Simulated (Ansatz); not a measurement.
**Mo wire along [111], 14 atoms a period: bands along the axis**

Wanted: the relaxed geometry and the bands of the Mo wire along [111], 14 atoms a period.

Calculated with Ansatz 0.2.0; DFT PBE, plane waves, PAW; relaxation of a wire's period; PAW set soft_1, in the first sound run; inputs show where later runs differ.

## 1. Set-up

The cell holds 14 atoms: 14 Mo. Cell: a = 13.503 Å, b = 15.830 Å, c = 2.737 Å, α = 90.0°, β = 90.0°, γ = 90.0°. Vacuum lies along a and b. The structure's axis is c.

## 2. The relaxed wire

Band widths follow the bond lengths, so the wire is relaxed first. The atoms and the third cell vector are free; the box across stays fixed as vacuum. A Fermi-Dirac smearing is set since the result may be a metal. The pressure printed is a third of the stress's trace over the whole box, vacuum included; only the stress along the axis is relaxed.

Input file input.yaml:

```yaml
crystal:
  lattice:
    - [13.503, 0.0, 0.0]
    - [0.0, 15.83, 0.0]
    - [0.0, 0.0, 2.736640276]
  atoms:
    - { symbol: Mo, position: [0.251795897, 0.703751585, 0.0] }
    - { symbol: Mo, position: [0.417274489, 0.459266822, 0.0] }
    - { symbol: Mo, position: [0.582753081, 0.703751585, 0.0] }
    - { symbol: Mo, position: [0.251795897, 0.377771901, 0.333333333] }
    - { symbol: Mo, position: [0.417274489, 0.622256664, 0.333333333] }
    - { symbol: Mo, position: [0.582753081, 0.377771901, 0.333333333] }
    - { symbol: Mo, position: [0.748231673, 0.622256664, 0.333333333] }
    - { symbol: Mo, position: [0.251795897, 0.540761743, 0.666666667] }
    - { symbol: Mo, position: [0.417274489, 0.29627698, 0.666666667] }
    - { symbol: Mo, position: [0.417274489, 0.785246506, 0.666666667] }
    - { symbol: Mo, position: [0.582753081, 0.540761743, 0.666666667] }
    - { symbol: Mo, position: [0.748231673, 0.29627698, 0.666666667] }
    - { symbol: Mo, position: [0.582753081, 0.214782059, 0.0] }
    - { symbol: Mo, position: [0.748231673, 0.459266822, 0.0] }
kpoints:
  mp_grid: { grid: [1, 1, 30] }
scf:
  occupations: { method: fermi_dirac, width: 0.05 }
hamiltonian:
  xc: pbe
  pseudopotentials: { kind: paw, azcp: { folder: soft_1 } }
relax:
  cell: { fix: [a, b, alpha, beta, gamma] }
  max_steps: 45
  f_tol: 0.03
```

The run is started by

```console
ansatz run input.yaml --threads 4 --pin off --max-ram 16384MiB --backend cpu --events-out ev --progress --plain --runs-dir out
```

Numbers of over 12 decimals in the logs are rounded to 6 here.

The log of the run:

```text
Engine: ansatz 0.2.0, x86_64-unknown-linux-gnu
Pseudopotentials: kind: paw
Pseudopotential: Mo, paw, valence charge 14, recommended cutoff 420 eV (normal), soft_1/Mo.paw.azcp
Functional definition: PBE
  parameter kappa = 0.804
  parameter beta = 0.066725
  exchange = pbe_x(kappa = kappa, mu = beta*pi^2/3)
  correlation = pbe_c(beta = beta)
Crystal: 14 atoms, lattice volume = 584.964 Å³
Basis set: ecut = 420 eV, 11461 PW (Γ), exchange–correlation on 192×216×40 points (8 copies of the dense FFT grid, shifted against one another)
Bands: 118, of which v1, the nominal top of the filled ones, is band 98 counted from 1 (97 counted from 0)
Symmetry: 2 space group operations
Space group: P-1 (ITA 2), of the structure as read, at distance tolerance 8.4e-5 Å
k-points: 16 of 30
Non-local potential: Mo, projectors of the file, l = 0: 3, l = 1: 2, l = 2: 2, l = 3: 1
PAW form: soft (Blöchl's): semilocal exchange-correlation on the pseudo side does not see the compensation charge
PAW one-centre angular grid: Mo, 590 points (default); XC on 64 Gauss nodes
Initial density: superposition of atomic densities (neutral atoms: chi_scale 0, normalization atom)
Initial wavefunctions: pseudopotential atomic-orbital guess
Functional: x = pbe(κ = 0.804, μ = 0.219515), c = pbe(β = 0.066725)
SCF iter   1: F=—  HF=-69379.744675 eV  |F-HF|=—  |Δ(HF+E_count)|=         —  Δρ=6.46e-2  dr2=9.01e1  ethr=3.10e-3  ⟨swp⟩=9.0  Hψ=8532  notcnv=0
preconditioner: auto → LDOS  [metal: Δε(μ)=0.018 eV  Ē_g=3.899 eV  σ=0.050 eV  W_gap=0.09  n_scr=86 (ndim 8)  ℏωp=14.1 eV  f_vac=0.469  D(μ)=21.90/eV (n_scr^D=168)  β→1.0]
SCF iter   2: F=—  HF=-69371.393542 eV  |F-HF|=—  |Δ(HF+E_count)|=    8.35e0  Δρ=4.45e-2  dr2=3.00e1  ethr=3.10e-3  ⟨swp⟩=4.1  Hψ=5254  notcnv=0  defer=13
SCF iter   3: F=—  HF=-69367.363241 eV  |F-HF|=—  |Δ(HF+E_count)|=    4.03e0  Δρ=1.06e-2  dr2=2.29e0  ethr=3.10e-3  ⟨swp⟩=3.3  Hψ=4632  notcnv=0  defer=12
SCF iter   4: F=—  HF=-69366.963941 eV  |F-HF|=—  |Δ(HF+E_count)|=   3.99e-1  Δρ=3.08e-3  dr2=1.08e-1  ethr=1.17e-3  ⟨swp⟩=3.1  Hψ=3262  notcnv=0  defer=12
SCF iter   5: F=—  HF=-69366.957286 eV  |F-HF|=—  |Δ(HF+E_count)|=   6.66e-3  Δρ=1.24e-3  dr2=2.56e-2  ethr=5.52e-5  ⟨swp⟩=2.8  Hψ=3744  notcnv=0  defer=12
SCF iter   6: F=—  HF=-69366.956520 eV  |F-HF|=—  |Δ(HF+E_count)|=   7.66e-4  Δρ=4.55e-4  dr2=3.89e-3  ethr=1.31e-5  ⟨swp⟩=2.0  Hψ=2657  notcnv=0  defer=12
SCF iter   7: F=—  HF=-69366.956483 eV  |F-HF|=—  |Δ(HF+E_count)|=   3.72e-5  Δρ=1.58e-4  dr2=3.81e-4  ethr=1.98e-6  ⟨swp⟩=2.4  Hψ=2393  notcnv=0  defer=12
SCF iter   8: F=—  HF=-69366.956597 eV  |F-HF|=—  |Δ(HF+E_count)|=   1.14e-4  Δρ=9.31e-5  dr2=1.51e-4  ethr=1.94e-7  ⟨swp⟩=3.4  Hψ=4061  notcnv=0  defer=12
SCF iter   9: F=—  HF=-69366.956581 eV  |F-HF|=—  |Δ(HF+E_count)|=   1.53e-5  Δρ=2.29e-5  dr2=4.93e-6  ethr=7.70e-8  ⟨swp⟩=2.0  Hψ=2578  notcnv=0  defer=12
SCF iter  10: F=—  HF=-69366.956718 eV  |F-HF|=—  |Δ(HF+E_count)|=   1.36e-4  Δρ=8.97e-6  dr2=7.01e-7  ethr=2.51e-9  ⟨swp⟩=2.8  Hψ=3062  notcnv=0  defer=12
SCF iter  11: F=—  HF=-69366.956718 eV  |F-HF|=—  |Δ(HF+E_count)|=   2.93e-7  Δρ=4.06e-6  dr2=2.20e-7  ethr=5.10e-11  ⟨swp⟩=5.9  Hψ=7309  notcnv=0
SCF iter  12: F=-69366.956718 eV  HF=-69366.956718 eV  |F-HF|=1.71e-8  |Δ(HF+E_count)|=   5.81e-8  Δρ=1.21e-6  dr2=2.41e-8  ethr=5.10e-11  ⟨swp⟩=4.9  Hψ=5844  notcnv=0
SCF 1 converged in 12 iterations: F = -69366.956718 eV  dr2 = 2.41e-8
  greatest PAW one-centre occupation: 0.999 electrons in one spin orbital (limit 2), on the Mo atom at site 5 (counted from 0), in its partial waves of l = 0
relax step   1: F+E_penalty+E_count = -69366.95671800 eV  Δ(F+E_penalty+E_count) = +0.000e0 eV  max|allowed force component| = 1.814e0 eV/Å  Δτ_max = 0.0000 Å  P = -6.404 GPa  Ω = 584.964 Å³  fix = [a, b, alpha, beta, gamma]  reactions: a -5.884, b -6.076 GPa; alpha -0.249, beta -0.401, gamma -0.210 GPa/rad  (12 SCF iters, dr2 threshold 1.00e-7 eV, accepted)
Crystal: 14 atoms, lattice volume = 562.812 Å³
Basis set: ecut = 420 eV, 11045 PW (Γ), exchange–correlation on 192×216×40 points (8 copies of the dense FFT grid, shifted against one another)
Initial density: handed on by an earlier stage of this run
Initial wavefunctions: those handed on with the density
iter 1 solved again at ethr=2.61e-3 eV; its pass at ethr=3.10e-3 eV (dr2=5.12e0 eV) is discarded
SCF iter   1: F=—  HF=-69368.387642 eV  |F-HF|=—  |Δ(HF+E_count)|=         —  Δρ=1.75e-2  dr2=5.22e0  ethr=2.61e-3  ⟨swp⟩=1.0  Hψ=11521  notcnv=0
preconditioner: auto → LDOS  [metal: Δε(μ)=0.007 eV  Ē_g=3.856 eV  σ=0.050 eV  W_gap=0.04  n_scr=86 (ndim 8)  ℏωp=14.3 eV  f_vac=0.505  D(μ)=17.57/eV (n_scr^D=92)  β→1.0]
SCF iter   2: F=—  HF=-69368.276087 eV  |F-HF|=—  |Δ(HF+E_count)|=   1.12e-1  Δρ=8.58e-3  dr2=1.44e0  ethr=2.61e-3  ⟨swp⟩=3.1  Hψ=3057  notcnv=0
SCF iter   3: F=—  HF=-69368.086637 eV  |F-HF|=—  |Δ(HF+E_count)|=   1.89e-1  Δρ=3.30e-3  dr2=1.99e-1  ethr=7.35e-4  ⟨swp⟩=3.1  Hψ=3519  notcnv=0  defer=28
SCF iter   4: F=—  HF=-69368.046971 eV  |F-HF|=—  |Δ(HF+E_count)|=   3.97e-2  Δρ=7.66e-4  dr2=8.71e-3  ethr=1.02e-4  ⟨swp⟩=3.1  Hψ=3613  notcnv=0  defer=28
SCF iter   5: F=—  HF=-69368.047531 eV  |F-HF|=—  |Δ(HF+E_count)|=   5.60e-4  Δρ=2.04e-4  dr2=3.89e-4  ethr=4.44e-6  ⟨swp⟩=2.0  Hψ=2699  notcnv=0  defer=28
SCF iter   6: F=—  HF=-69368.047657 eV  |F-HF|=—  |Δ(HF+E_count)|=   1.26e-4  Δρ=6.27e-5  dr2=3.07e-5  ethr=1.98e-7  ⟨swp⟩=3.0  Hψ=3326  notcnv=0  defer=28
SCF iter   7: F=—  HF=-69368.047679 eV  |F-HF|=—  |Δ(HF+E_count)|=   2.24e-5  Δρ=2.29e-5  dr2=8.33e-6  ethr=1.57e-8  ⟨swp⟩=3.5  Hψ=4098  notcnv=0  defer=28
SCF iter   8: F=-69368.047680 eV  HF=-69368.047680 eV  |F-HF|=3.30e-7  |Δ(HF+E_count)|=   1.03e-6  Δρ=8.73e-6  dr2=1.04e-6  ethr=7.14e-10  ⟨swp⟩=3.4  Hψ=8237  notcnv=0
SCF 2 converged in 8 iterations: F = -69368.047680 eV  dr2 = 1.04e-6
relax step   2: F+E_penalty+E_count = -69368.04768003 eV  Δ(F+E_penalty+E_count) = -1.091e0 eV  max|allowed force component| = 1.439e0 eV/Å  Δτ_max = 0.1917 Å  P = +3.086 GPa  Ω = 562.812 Å³  energy of the carried Pulay correction = +1.934e-3 eV  fix = [a, b, alpha, beta, gamma]  reactions: a +2.695, b +2.511 GPa; alpha -0.206, beta -0.322, gamma -0.223 GPa/rad  (8 SCF iters, dr2 threshold 1.40e-6 eV, accepted)
Crystal: 14 atoms, lattice volume = 570.798 Å³
Basis set: ecut = 420 eV, 11209 PW (Γ), exchange–correlation on 192×216×40 points (8 copies of the dense FFT grid, shifted against one another)
iter 1 solved again at ethr=9.58e-4 eV; its pass at ethr=3.10e-3 eV (dr2=1.88e0 eV) is discarded
[...]
relax step   6: F+E_penalty+E_count = -69368.46029754 eV  Δ(F+E_penalty+E_count) = -3.364e-2 eV  max|allowed force component| = 6.783e-2 eV/Å  Δτ_max = 0.0774 Å  P = +0.000 GPa  Ω = 570.358 Å³  energy of the carried Pulay correction = +1.267e-3 eV  fix = [a, b, alpha, beta, gamma]  reactions: a -0.050, b +0.003 GPa; alpha +0.011, beta -0.004, gamma -0.012 GPa/rad  (12 SCF iters, accepted)
[...]
relax step   7: F+E_penalty+E_count = -69368.46211349 eV  Δ(F+E_penalty+E_count) = -1.816e-3 eV  max|allowed force component| = 3.914e-2 eV/Å  Δτ_max = 0.0087 Å  P = -0.006 GPa  Ω = 570.461 Å³  energy of the carried Pulay correction = +1.258e-3 eV  fix = [a, b, alpha, beta, gamma]  reactions: a -0.042, b +0.011 GPa; alpha +0.020, beta +0.016, gamma -0.013 GPa/rad  (6 SCF iters, dr2 threshold 2.88e-7 eV, accepted)
[...]
relax step   8: F+E_penalty+E_count = -69368.46244474 eV  Δ(F+E_penalty+E_count) = -3.312e-4 eV  max|allowed force component| = 2.048e-2 eV/Å  Δτ_max = 0.0104 Å  P = -0.013 GPa  Ω = 569.976 Å³  energy of the carried Pulay correction = +1.300e-3 eV  fix = [a, b, alpha, beta, gamma]  reactions: a -0.106, b +0.005 GPa; alpha -0.015, beta -0.027, gamma +0.015 GPa/rad  (7 SCF iters, dr2 threshold 9.57e-8 eV, accepted)
[...]
relax step   9: F+E_penalty+E_count = -69368.46270363 eV  Δ(F+E_penalty+E_count) = -2.589e-4 eV  max|allowed force component| = 1.929e-2 eV/Å  Δτ_max = 0.0072 Å  P = -0.057 GPa  Ω = 570.305 Å³  energy of the carried Pulay correction = +1.271e-3 eV  fix = [a, b, alpha, beta, gamma]  reactions: a -0.109, b -0.042 GPa; alpha -0.000, beta -0.007, gamma -0.009 GPa/rad  (7 SCF iters, dr2 threshold 9.84e-9 eV, accepted)
Basis set: ecut = 420 eV, 11189 PW (Γ), exchange–correlation on 192×216×36 points (8 copies of the dense FFT grid, shifted against one another)
Initial wavefunctions: pseudopotential atomic-orbital guess (no wavefunctions were taken with the density)
iter 1 solved again at ethr=3.53e-7 eV; its pass at ethr=3.10e-3 eV (dr2=6.93e-4 eV) is discarded
SCF iter   1: F=—  HF=-69368.460751 eV  |F-HF|=—  |Δ(HF+E_count)|=         —  Δρ=3.85e-5  dr2=1.36e-6  ethr=3.53e-7  ⟨swp⟩=4.8  Hψ=14281  notcnv=0
preconditioner: auto → LDOS  [metal: Δε(μ)=0.011 eV  Ē_g=3.661 eV  σ=0.050 eV  W_gap=0.06  n_scr=86 (ndim 8)  ℏωp=14.3 eV  f_vac=0.500  D(μ)=16.94/eV (n_scr^D=86)  β→1.0]
SCF iter   2: F=—  HF=-69368.461261 eV  |F-HF|=—  |Δ(HF+E_count)|=   5.10e-4  Δρ=6.93e-6  dr2=1.87e-7  ethr=6.95e-10  ⟨swp⟩=3.5  Hψ=4240  notcnv=0
SCF iter   3: F=—  HF=-69368.461261 eV  |F-HF|=—  |Δ(HF+E_count)|=   5.16e-8  Δρ=2.17e-6  dr2=4.12e-8  ethr=9.56e-11  ⟨swp⟩=2.6  Hψ=3547  notcnv=0
SCF iter   4: F=—  HF=-69368.461261 eV  |F-HF|=—  |Δ(HF+E_count)|=   9.82e-9  Δρ=4.91e-7  dr2=2.68e-9  ethr=2.10e-11  ⟨swp⟩=3.2  Hψ=3894  notcnv=0
SCF iter   5: F=—  HF=-69368.461261 eV  |F-HF|=—  |Δ(HF+E_count)|=  3.93e-10  Δρ=1.27e-7  dr2=1.42e-10  ethr=1.37e-12  ⟨swp⟩=2.9  Hψ=3973  notcnv=0
SCF iter   6: F=-69368.461261 eV  HF=-69368.461261 eV  |F-HF|=1.46e-11  |Δ(HF+E_count)|=  1.46e-11  Δρ=4.63e-8  dr2=3.41e-11  ethr=1.00e-12  ⟨swp⟩=4.9  Hψ=6327  notcnv=0
SCF 10 converged in 6 iterations: F = -69368.461261 eV  dr2 = 3.41e-11
relax step  10: F+E_penalty+E_count = -69368.46126096 eV  Δ(F+E_penalty+E_count) = +1.443e-3 eV  max|allowed force component| = 1.927e-2 eV/Å  Δτ_max = 0.0000 Å  P = -0.054 GPa  Ω = 570.305 Å³  fix = [a, b, alpha, beta, gamma]  reactions: a -0.106, b -0.039 GPa; alpha -0.000, beta -0.007, gamma -0.009 GPa/rad  stress off target by 1.85e-2 GPa on what of the cell is left free  SCF on the basis re-selected at this cell (its energy is not comparable with the rows above)  (6 SCF iters)
basis re-selected at this cell: Δ(F+E_penalty+E_count) = +1.443e-3 eV, ΔP = +0.003 GPa vs the last step (what re-selecting the basis moved, of the pressure what is left beyond the Pulay correction that the steps carried, after the strain that the cell walked since its last selection, with what the two solves' SCF thresholds leave and, on support functions, any second-order correction that the steps lacked; it is no measure of the basis error at this ecutwfc). The dense FFT grid was sized anew with the basis: this SCF ran on 96×108×18 points, the steps before it on 96×108×20, so part of this shift can come from that change (see relax.cell in the input reference). [rest of the remark cut]
SCF converged after 6 iterations
Free energy (F): -69368.461261 eV
Harris-Foulkes:  -69368.461261 eV  (|F-HF|=1.46e-11)
Internal energy: -69368.324154 eV  (E = F + TS)
E sigma→0 (E₀):  -69368.392707 eV
Entropy (-TS):   -0.137107 eV (-9.793 meV/atom)
Fermi energy:    5.644722 eV
--- Per-component energies (eV) ---
  E_band       = -3767.026484
  E_kinetic    = 5909.691991
  E_local      = -98484.649290  (includes V_loc(G=0)·N_el)
  E_nonlocal   = 2096.535439
  E_hartree    = 46008.348989
  E_xc         = -2453.843640
  E_vxc        = -3057.472802  (∫ρ·V_xc dr)
  E_paw        = -44972.751632  (= ΣΔE_a)
  E_vpaw       = -2247.829968  (= ΣTr[D̂ρ^β])
  E_aug_tail   = 0.000690  (compensation charges beyond the density's cutoff)
  E_ewald      = 22528.343301
  E_smearing   = -0.137107  (= −TS)
  E_closure    = -0.000000  (closes the sum)
  Σ components = -69368.461261   (vs F -69368.461261, Δ=0.00e0)
--- Forces (eV/Å), atoms counted from 1 ---
  atom   1  Mo    -0.00212574    -0.00075175     0.00227222
  atom   2  Mo    -0.01927278    -0.01154195     0.00335201
  atom   3  Mo     0.00753216    -0.01394947     0.00037285
  atom   4  Mo     0.01552242     0.00972141    -0.00544958
  atom   5  Mo    -0.00082527    -0.00029291    -0.00190198
  atom   6  Mo     0.00082527     0.00029291     0.00190198
  atom   7  Mo    -0.01552242    -0.00972141     0.00544958
  atom   8  Mo     0.00832685    -0.01108544     0.00120508
  atom   9  Mo    -0.00753216     0.01394947    -0.00037285
  atom  10  Mo     0.00306122     0.00287092    -0.00096840
  atom  11  Mo     0.01927278     0.01154195    -0.00335201
  atom  12  Mo     0.00212574     0.00075175    -0.00227222
  atom  13  Mo    -0.00306122    -0.00287092     0.00096840
  atom  14  Mo    -0.00832685     0.01108544    -0.00120508
  max |Σ_I F_I| component: 1.73e-18 eV/Å
--- Stress (GPa, compression-positive) ---
       -0.105863       0.009423       0.006865
        0.009423      -0.038677       0.000212
        0.006865       0.000212      -0.018526
  P = ⅓ Tr σ = -0.0544 GPa (-0.544 kbar)
--- Relaxed structure (9 steps of the walk, 8 accepted, 1 SCFs on fresh bases) ---
  F+E_penalty+E_count = -69368.46126096 eV   max|allowed force component| = 1.927e-2 eV/Å   (the final SCF, on the basis selected at the relaxed cell)
  cell:  # Å, volume = 570.3046 Å³
    - [13.503, 0, 0]
    - [0, 15.83, 0]
    - [0, 0, 2.668061]
  atoms:
    - { symbol: Mo, position: [0.261187, 0.697511, -0.022306] }
    - { symbol: Mo, position: [0.414131, 0.457923, -0.00633608] }
    - { symbol: Mo, position: [0.580253, 0.701954, -0.019523] }
    - { symbol: Mo, position: [0.260367, 0.382284, 0.270993] }
    - { symbol: Mo, position: [0.416662, 0.623219, 0.334769] }
    - { symbol: Mo, position: [0.583365, 0.376810, 0.331898] }
    - { symbol: Mo, position: [0.739661, 0.617744, 0.395673] }
    - { symbol: Mo, position: [0.254859, 0.542678, 0.688319] }
    - { symbol: Mo, position: [0.419775, 0.298075, 0.686190] }
    - { symbol: Mo, position: [0.420044, 0.775127, 0.690524] }
    - { symbol: Mo, position: [0.585897, 0.542106, 0.673003] }
    - { symbol: Mo, position: [0.738840, 0.302518, 0.688973] }
    - { symbol: Mo, position: [0.579984, 0.224902, -0.023857] }
    - { symbol: Mo, position: [0.745168, 0.457351, -0.021653] }
```

Run time: 2.8 min. Hardware: 4 threads of Intel Xeon Platinum 8488C (Sapphire Rapids), shared host; peak memory 2.1 GiB; 11 min of CPU time.

(Continued in part 2 of 2.)

[Logs are printed without paths, hosts, clocks, repeated set-up lines and the standing remarks that a program may print on its own settings, such as how far it seeks lower states.]

[Hosts, paths, dates, database ids (printed as entryN), source tags and the programs' standing remarks are cut or masked in the printed files.]
